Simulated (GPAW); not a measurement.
# Core-hole calculation of the Fe K edge in Fe3C (P6_322), part 2 of 3

What does one-electron theory with a core hole give for the Fe K edge of Fe3C (P6_322)?

GPAW 26.7.0; X-ray absorption from dipole matrix elements to empty bands, plane-wave PAW LDA.

So far. Step 2 (Ground state of the crystal): The mesh shows no gap, so the system is treated as a metal and the core electron is put at the Fermi level (neutral cell).

## 4. Spectrum with XCH, Fe atom 1

The holes are 6.4 Å apart. In GPAW the data set carries the hole's charge, so charge=0 means a charged cell and charge=-1 a neutral one. The excited electron is kept in the cell, where it fills the lowest empty states and screens the hole. After the field has converged, empty bands are computed with the density fixed and the dipole matrix elements are summed.

The absorber has 2 C at 1.93 Å (bent, 127°, site symmetry 2).

Input file xas.py:

```python
import numpy as np
from ase import Atoms
from ase.parallel import parprint, paropen
from gpaw import GPAW, PW, FermiDirac, Mixer, MixerDif, setup_paths
from gpaw.test import gen
setup_paths.insert(0, '.')
gen('Fe', name='fch1s', xcname='LDA', corehole=(1, 0, 1), write_xml=True)
from gpaw.mpi import world
world.barrier()

atoms = Atoms('Fe18C6',
    cell=[[-2.33096734, -4.03735386, 4.31826627],
     [4.66193467, 0, 4.31826627],
     [-2.33096734, 4.03735386, 4.31826627]],
    scaled_positions=[[0.89460842, 0.21078316, 0.89460842],
     [0.22794175, 0.5441165, 0.22794175],
     [0.56127509, 0.87744983, 0.56127509],
     [0.9558835, 0.27205825, 0.27205825],
     [0.28921684, 0.60539158, 0.60539158],
     [0.62255017, 0.93872491, 0.93872491],
     [0.93872491, 0.62255017, 0.93872491],
     [0.27205825, 0.9558835, 0.27205825],
     [0.60539158, 0.28921684, 0.60539158],
     [0.5441165, 0.22794175, 0.22794175],
     [0.87744983, 0.56127509, 0.56127509],
     [0.21078316, 0.89460842, 0.89460842],
     [0.89460842, 0.89460842, 0.21078316],
     [0.22794175, 0.22794175, 0.5441165],
     [0.56127509, 0.56127509, 0.87744983],
     [0.93872491, 0.93872491, 0.62255017],
     [0.27205825, 0.27205825, 0.9558835],
     [0.60539158, 0.60539158, 0.28921684],
     [0.75, 0.08333333, 0.41666667],
     [0.08333333, 0.41666667, 0.75],
     [0.41666667, 0.75, 0.08333333],
     [0.91666667, 0.58333333, 0.25],
     [0.25, 0.91666667, 0.58333333],
     [0.58333333, 0.25, 0.91666667]],
    magmoms=[4.0, 4.0, 4.0, 4.0, 4.0, 4.0, 4.0, 4.0, 4.0, 4.0, 4.0, 4.0, 4.0, 4.0, 4.0, 4.0, 4.0, 4.0, 0.0, 0.0, 0.0, 0.0, 0.0, 0.0],
    pbc=True)
atoms.calc = calc = GPAW(legacy_gpaw=True, mode=PW(430), xc='LDA', setups={0: 'fch1s'},
    kpts={'size': (3, 3, 3), 'gamma': True}, occupations=FermiDirac(0.1),
    charge=-1, mixer=MixerDif(0.05, 8, 50), maxiter=150,
    convergence={'density': 0.0001}, txt='scf.txt')
energy = atoms.get_potential_energy() + calc.get_reference_energy()
ef = calc.get_fermi_level()
out = dict(energy=energy, fermi=ef, forces=atoms.get_forces().tolist(), magmoms=atoms.get_magnetic_moments().tolist())
parprint(f'all-electron energy {energy:.4f} eV, Fermi level {ef:.4f} eV')
ev = np.array([[calc.get_eigenvalues(k, s) for k in range(len(calc.get_ibz_k_points()))] for s in range(calc.get_number_of_spins())])
out['homo'], out['lumo'], out['counts'] = ev[ev < ef].max(), ev[ev > ef].min(), sorted(set((ev < ef).sum((0, 2)).tolist()))
out['filled'] = (ev[:, 0] < ef).sum(1).tolist()

from ase.units import Ha
from gpaw.xas import dipole_matrix_elements
nb = int(calc.get_number_of_electrons() / 2) + 238
top, nb = nb, nb + 8 + nb // 12
nscf = calc.fixed_density(kpts={'size': (3, 3, 3), 'gamma': True}, nbands=nb,
    convergence={'bands': top, 'eigenstates': 1e-5}, maxiter=60, txt='nscf.txt')
cell = atoms.cell.array
ops = [cell.T @ U.T @ np.linalg.inv(cell.T) for U in nscf.wfs.kd.symmetry.op_scc]
E = np.arange(-6, 34, 0.1)
fwhm = np.interp(E, [4, 25], [1.25, 3.5])
Y, X, zero, highest = 0, 0, 1e9, 1e9
for spin in range(nscf.get_number_of_spins()):
    wfs = nscf.wfs
    A = dipole_matrix_elements(wfs.setups[0])
    eps = np.zeros((wfs.kd.nibzkpts, nb))
    d = np.zeros((3, A.shape[1], wfs.kd.nibzkpts, nb), complex)
    for kpt in wfs.kpt_u:
        if kpt.s == spin and 0 in kpt.P_ani:
            eps[kpt.k] = kpt.eps_n * Ha
            d[:, :, kpt.k] = (kpt.weight * wfs.nspins / 2) ** 0.5 * np.inner(A, kpt.P_ani[0])
    world.sum(eps)
    world.sum(d)
    T = np.einsum('amkn,bmkn->abkn', d, d.conj()).real
    T = sum(np.einsum('ai,ijkn,bj->abkn', R, T, R) for R in ops) / len(ops)
    empty = eps > ef
    zero, highest = min(zero, eps[empty].min()), min(highest, eps[:, top - 1].min())
    lines = [(eps, T, empty)] if spin == 0 else lines + [(eps, T, empty)]
for eps, T, empty in lines:
    f = np.einsum('aakn->akn', T).reshape(3, -1)
    x = eps.ravel() - zero
    w = np.interp(x, E, fwhm) / 2.35482
    g = np.exp(-0.5 * ((E[:, None] - x) / w) ** 2) / (w * (2 * np.pi) ** 0.5)
    Y = Y + (f * empty.ravel()) @ g.T
    X = X + (f * ~empty.ravel()) @ g.T
out.update(E=E.round(2).tolist(), xas=Y.tolist(), xes=X.tolist(), zero=zero, valid=highest - zero, nk=len(eps), nb=nb)
for i in range(0, len(E), 10):
    parprint(f'{E[i]:7.2f}', *(f'{v:10.3e}' for v in Y[:, i]))
import json
with paropen('out.json', 'w') as f:
    json.dump(out, f)
```

Command:

```bash
> OMP_NUM_THREADS=1 mpirun -n 4 gpaw python xas.py
```

Numbers of over 12 decimals in the logs are rounded to 6 here.

The program printed:

```text
Input parameters:
  charge: -1
  convergence: {density: 0.0001}
  kpts: {gamma: True,
         size: (3, 3, 3)}
  maxiter: 150
  mixer: {backend: pulay,
          beta: 0.05,
          method: difference,
          nmaxold: 8,
          weight: 50}
  mode: {ecut: 430.0,
         name: pw}
  occupations: {fixmagmom: False,
                name: fermi-dirac,
                width: 0.1}
  setups: {0: fch1s}

Initialize ...

[... PAW data sets ...]

Reference energy: -621022.661315  # eV

Spin-polarized calculation.
Initial magnetic moment: 72.000000

[... convergence settings ...]
Symmetries present (total): 1
  [... symmetry matrices ...]

27 k-points: 3 x 3 x 3 Monkhorst-Pack grid
14 k-points in the irreducible part of the Brillouin zone
       k-points in crystal coordinates                weights
   0:     0.00000000    0.00000000    0.00000000          1/27
   1:     0.00000000    0.00000000    0.33333333          2/27
   2:     0.00000000    0.33333333   -0.33333333          2/27
   3:     0.00000000    0.33333333    0.00000000          2/27
   4:     0.00000000    0.33333333    0.33333333          2/27
   5:     0.33333333   -0.33333333   -0.33333333          2/27
   6:     0.33333333   -0.33333333    0.00000000          2/27
   7:     0.33333333   -0.33333333    0.33333333          2/27
   8:     0.33333333    0.00000000   -0.33333333          2/27
   9:     0.33333333    0.00000000    0.00000000          2/27
          ...
  13:     0.33333333    0.33333333    0.33333333          2/27

Wave functions: Plane wave expansion
  Cutoff energy: 430.000 eV
  Number of coefficients (min, max): 4922, 4948
  Pulay-stress correction: 0.000000 eV/Ang^3 (de/decut=0.000000)
  Using FFTW library
  Wavefunction extrapolation:
    Improved wavefunction reuse through dual PAW basis

Occupation numbers: Fermi-Dirac:
  width: 0.1000  # eV

Eigensolver
   Davidson(niter=2)

Densities:
  Coarse grid: 32*32*32 grid
  Fine grid: 64*64*64 grid
  Total Charge: 0.000000

Density mixing:
  Method: difference
  Backend: pulay
  Linear mixing parameter: 0.05
  old densities: 8
  Width of damping distribution: 1.1
  Damping of long wavelength oscillations: 50

[... Hamiltonian set-up ...]
Number of atoms: 24
Number of atomic orbitals: 186
Number of bands in calculation: 149
Number of valence electrons: 169
Bands to converge: occupied

... initialized

Initializing position-dependent things.

Density initialized from atomic densities
Creating initial wave functions:
  149 bands from LCAO basis set

             Fe    Fe
                 Fe   Fe
                Fe
         Fe         Fe
            C Fe       C
                  CFe
             FeC        Fe
                 Fe
          CFe   Fe   C
              Fe    Fe

Atomic positions and initial magnetic moments

Positions:
   0 Fe    -3.187949    0.000000    8.636533    ( 0.0000,  0.0000,  4.0000)
   1 Fe     1.473986    0.000000    4.318266    ( 0.0000,  0.0000,  4.0000)
   2 Fe     1.473986    0.000000    8.636533    ( 0.0000,  0.0000,  4.0000)
   3 Fe    -1.593974   -2.760845    6.477399    ( 0.0000,  0.0000,  4.0000)
   4 Fe     0.736993    1.276509    6.477399    ( 0.0000,  0.0000,  4.0000)
   5 Fe     0.736993    1.276509   10.795666    ( 0.0000,  0.0000,  4.0000)
   6 Fe    -1.473986   -0.000000   10.795666    ( 0.0000,  0.0000,  4.0000)
[...]
21 C     -0.000000   -2.691569    7.556966    ( 0.0000,  0.0000,  0.0000)
  22 C      2.330967    1.345785    7.556966    ( 0.0000,  0.0000,  0.0000)
  23 C     -2.330967    1.345785    7.556966    ( 0.0000,  0.0000,  0.0000)

Unit cell:
           periodic     x           y           z      points  spacing
  1. axis:    yes   -2.330967   -4.037354    4.318266    32     0.1923
  2. axis:    yes    4.661935    0.000000    4.318266    32     0.1923
[...]
Dipole moment: (0.201308, 0.004242, 66.179996) |e|*Ang

Total magnetic moment: (0.000000, 0.000000, 32.063137)
Local magnetic moments:
   0 Fe ( 0.000000,  0.000000,  1.032586)
   1 Fe ( 0.000000,  0.000000,  1.848325)
   2 Fe ( 0.000000,  0.000000,  1.845770)
   3 Fe ( 0.000000,  0.000000,  1.885702)
   4 Fe ( 0.000000,  0.000000,  1.834854)
   5 Fe ( 0.000000,  0.000000,  1.857460)
   6 Fe ( 0.000000,  0.000000,  1.855250)
[...]
15 Fe ( 0.000000,  0.000000,  1.892532)
  16 Fe ( 0.000000,  0.000000,  1.846066)
  17 Fe ( 0.000000,  0.000000,  1.840778)
  18 C  ( 0.000000,  0.000000, -0.068981)
  19 C  ( 0.000000,  0.000000, -0.061364)
  20 C  ( 0.000000,  0.000000, -0.067497)
  21 C  ( 0.000000,  0.000000, -0.068768)
  22 C  ( 0.000000,  0.000000, -0.069358)
  23 C  ( 0.000000,  0.000000, -0.062725)

Energy contributions relative to reference atoms: (reference = -621022.661315)

Kinetic:       +167.228835
Potential:     -156.753604
External:        +0.000000
XC:            -295.581229
Entropy (-ST):   -0.720303
Local:           +2.730783
SIC:             +0.000000
--------------------------
Free energy:   -283.095518
Extrapolated:  -282.735366

Spin contamination: 2.140572 electrons
Showing only first 2 kpts
                      Up                     Down
 Kpt  Band  Eigenvalues  Occupancy  Eigenvalues  Occupancy
  0    82      8.75985    0.99998     10.54240    0.00106
  0    83      8.76384    0.99998     10.57903    0.00073
  0    84      8.83321    0.99996     10.60628    0.00056
  0    85      8.84159    0.99996     10.64875    0.00036

  1    82      8.78286    0.99998     10.59525    0.00062
  1    83      8.82434    0.99997     10.63806    0.00041
  1    84      8.92976    0.99991     10.68754    0.00025
  1    85      8.93562    0.99990     10.70755    0.00020

Fermi level: 9.85716

No gap
No difference between direct/indirect transitions

Forces in eV/Ang:
  0 Fe    0.56120   -0.00938   -0.01482
  1 Fe    0.39147   -0.01625    0.01558
  2 Fe    0.43114   -0.00428   -0.02101
  3 Fe    0.15533    0.35253    0.10392
  4 Fe    0.19459    0.29781    0.03198
  5 Fe    0.26512    0.31628    0.03410
  6 Fe   -0.41718   -0.02509   -0.06131
[...]
21 C     0.01057    0.01601    0.02111
 22 C     0.00446   -0.04147    0.01163
 23 C    -0.04021   -0.03761    0.02263
Scalar-relativistic atomic LDA calculation for Fe (Iron, Z=26)
Core hole in 1s state (1s occupation: 1.0)
600 radial gridpoints.
|------------------------------------------------|
|------------------------------------------------|
[... the atom generator's iteration count ...]

Energy contributions:
-------------------------
Kinetic:    +1017.191859
XC:           -46.144240
Potential:  -1978.893260
-------------------------
Total:      -1007.845641

state      eigenvalue         ekin         rmax
-----------------------------------------------
1s^1.0 :  -267.812489   339.542654        0.038
2s^2.0 :   -32.757975    64.605958        0.217
2p^6.0 :   -28.815929    64.226874        0.173
3s^2.0 :    -4.204234    14.362904        0.677
3p^6.0 :    -2.970751    12.917389        0.677
3d^6.0 :    -0.864258     8.881693        0.650
4s^2.0 :    -0.535768     1.777873        2.128
4p^0.0 :    -0.326687     1.191254        2.559
-----------------------------------------------
(units: Bohr and Hartree)

Generating PAW setup
Kinetic energy of the core from tauc = 967.165349
Cutoffs:
rc(s)=2.200
rc(p)=2.000
rc(d)=2.000
rc(vbar)=1.800
rc(comp)=2.000
rc(nct)=2.200

Kinetic energy of the core states: 960.345957
Charge: 1.0
Core electrons: 17.0
Valence electrons: 8.0
Pseudo-core charge: 0.606597
Shape function alpha=2.500
Pseudo-electron charge 4.166632
state    eigenvalue         norm
--------------------------------
4s(2) :    -0.535768     1.073068
*s    :     0.464232
4p(0) :    -0.326687     0.992560
*p    :     0.673313
3d(6) :    -0.864258     0.235650
*d    :     0.135742
--------------------------------

Diagonalizing with gridspacing h=0.050

state   all-electron     PAW
-------------------------------
4s:      -0.535768    -0.535906
4p:      -0.326687    -0.326805
3d:      -0.864258    -0.864759
*f:                   -0.021137
-------------------------------
all-electron energy -621305.3967 eV, Fermi level 9.8572 eV
  -6.00  9.861e-37  1.355e-36  1.397e-36
  -5.00  3.327e-28  4.669e-28  4.818e-28
  -4.00  3.370e-21  4.786e-21  4.943e-21
  -3.00  1.056e-15  1.490e-15  1.537e-15
  -2.00  1.086e-11  1.468e-11  1.501e-11
  -1.00  4.101e-09  5.067e-09  5.014e-09
  -0.00  7.173e-08  8.091e-08  7.293e-08
[...]
31.00  4.725e-07  4.376e-07  5.603e-07
  32.00  4.706e-07  4.589e-07  5.654e-07
  33.00  4.844e-07  4.871e-07  5.518e-07
[key lines of the parts left out:]
Converged after 52 iterations.
```

Run time: 19 min. Hardware: 4 MPI ranks of Arm Neoverse V2, shared host; peak memory 1.1 GiB.

The Fe K spectrum, Fe atom 1, excited-electron core hole (neutral cell) (energy from the lowest empty level; intensity scaled to a mean of 1 over the first 20 eV; polarised curves are means over the symmetry-equivalent atoms):

```
E (eV)  isotropic  ε ⊥ c  ε ∥ c
  -2.0       0.00   0.00   0.00
  -1.0       0.01   0.01   0.01
   0.0       0.20   0.20   0.19
   1.0       0.34   0.36   0.29
   2.0       0.41   0.44   0.34
   3.0       0.46   0.51   0.38
   4.0       0.48   0.51   0.43
   5.0       0.56   0.54   0.59
   6.0       0.77   0.69   0.95
   7.0       0.63   0.57   0.74
   8.0       0.65   0.59   0.77
   9.0       0.75   0.72   0.80
  10.0       0.93   1.07   0.65
  11.0       1.20   1.44   0.70
  12.0       1.31   1.43   1.08
  13.0       1.32   1.23   1.49
  14.0       1.35   1.18   1.68
  15.0       1.38   1.21   1.72
  16.0       1.41   1.26   1.72
  17.0       1.49   1.35   1.76
  18.0       1.62   1.50   1.86
  19.0       1.83   1.78   1.91
  20.0       2.02   2.10   1.87
  21.0       2.08   2.27   1.72
  22.0       2.01   2.22   1.59
  23.0       1.88   2.04   1.56
  24.0       1.72   1.82   1.52
  25.0       1.53   1.59   1.41
  26.0       1.38   1.42   1.31
  27.0       1.30   1.31   1.27
  28.0       1.26   1.25   1.29
  29.0       1.26   1.22   1.34
  30.0       1.28   1.21   1.43
  31.0       1.31   1.21   1.49
  32.0       1.33   1.24   1.51
```

Main maxima below 30 eV (height): 6.0 eV (0.77) and 20.9 eV (2.08). A K edge sees empty p states. The weak features of the first eV are p character mixed into the empty d bands; the main 4p edge lies above them.

The total-energy difference is 7091.41 eV. The tabulated edge of the element is 7112 eV. The functional leaves an error in such absolute values: in the free atom LDA prices this hole 16.1 eV below PBE (computed apart), and PBE is itself good to a few eV.

## 5. Reference energy of the cell

The cell and mesh change for the next run, so it gets a reference energy of its own.

Input file scf.py:

```python
import numpy as np
from ase import Atoms
from ase.parallel import parprint, paropen
from gpaw import GPAW, PW, FermiDirac, Mixer, MixerDif, setup_paths
from gpaw.test import gen
setup_paths.insert(0, '.')
gen('Fe', name='nch1s', xcname='LDA', corehole=(1, 0, 0), write_xml=True)
from gpaw.mpi import world
world.barrier()

atoms = Atoms('Fe6C2',
    cell=[[0, 0, -4.31826627],
     [-2.33096734, -4.03735386, 0],
     [-4.66193467, 0, 0]],
    scaled_positions=[[0, 0, 0.68382526],
     [0.5, 0.68382526, 0],
     [0.5, 0, 0.31617474],
     [0, 0.31617474, 0],
     [0, 0.68382526, 0.31617474],
     [0.5, 0.31617474, 0.68382526],
     [0.75, 0.33333333, 0.33333333],
     [0.25, 0.66666667, 0.66666667]],
    magmoms=[4.0, 4.0, 4.0, 4.0, 4.0, 4.0, 0.0, 0.0],
    pbc=True)
atoms.calc = calc = GPAW(legacy_gpaw=True, mode=PW(430), xc='LDA', setups={0: 'nch1s'},
    kpts={'size': (4, 4, 4), 'gamma': True}, occupations=FermiDirac(0.1),
    charge=0, mixer=MixerDif(0.05, 8, 50), maxiter=150,
    convergence={'density': 0.0001}, txt='scf.txt')
energy = atoms.get_potential_energy() + calc.get_reference_energy()
ef = calc.get_fermi_level()
out = dict(energy=energy, fermi=ef, forces=atoms.get_forces().tolist(), magmoms=atoms.get_magnetic_moments().tolist())
parprint(f'all-electron energy {energy:.4f} eV, Fermi level {ef:.4f} eV')
ev = np.array([[calc.get_eigenvalues(k, s) for k in range(len(calc.get_ibz_k_points()))] for s in range(calc.get_number_of_spins())])
out['homo'], out['lumo'], out['counts'] = ev[ev < ef].max(), ev[ev > ef].min(), sorted(set((ev < ef).sum((0, 2)).tolist()))
out['filled'] = (ev[:, 0] < ef).sum(1).tolist()
import json
with paropen('out.json', 'w') as f:
    json.dump(out, f)
```

Command:

```bash
> OMP_NUM_THREADS=1 mpirun -n 4 gpaw python scf.py
```

The program printed:

```text
Input parameters:
  convergence: {density: 0.0001}
  kpts: {gamma: True,
         size: (4, 4, 4)}
  maxiter: 150
  mixer: {backend: pulay,
          beta: 0.05,
          method: difference,
          nmaxold: 8,
          weight: 50}
  mode: {ecut: 430.0,
         name: pw}
  occupations: {fixmagmom: False,
                name: fermi-dirac,
                width: 0.1}
  setups: {0: nch1s}

Initialize ...

[...]
*s    :     0.798577
4p(0) :    -0.052601     0.991270
*p    :     0.947399
3d(6) :    -0.284898     0.340374
*d    :     0.715102
--------------------------------

Diagonalizing with gridspacing h=0.050

state   all-electron     PAW
-------------------------------
4s:      -0.201423    -0.201507
4p:      -0.052601    -0.052622
3d:      -0.284898    -0.285412
*f:                    0.070434
-------------------------------
all-electron energy -209465.6166 eV, Fermi level 9.8891 eV
[key lines of the parts left out:]
Converged after 32 iterations.
Dipole moment: (-0.000000, 0.000000, 0.000000) |e|*Ang
Free energy:    -80.486709
Fermi level: 9.88907
```

Elapsed: 75 s, on 4 MPI ranks; peak memory 0.32 GiB.

(Continued in part 3 of 3.)

[Banner, clock and machine lines of the logs are left out without a mark of their own.]

[Logs are printed without paths, hosts, clocks, repeated set-up lines and the standing remarks that a program may print on its own settings, such as how far it seeks lower states.]

[Hosts, paths, dates, database ids (printed as entryN), source tags and the programs' standing remarks are cut or masked in the printed files.]

[Lists of maxima count a maximum above −3 eV only where it reaches 4 % of the highest in the window and stands out from its surroundings by 2 % of it (1.5 % where it reaches 55 %); shoulders and weaker maxima are passed over, and of the rest the first, up to two pre-edge ones and the few strongest are named.]
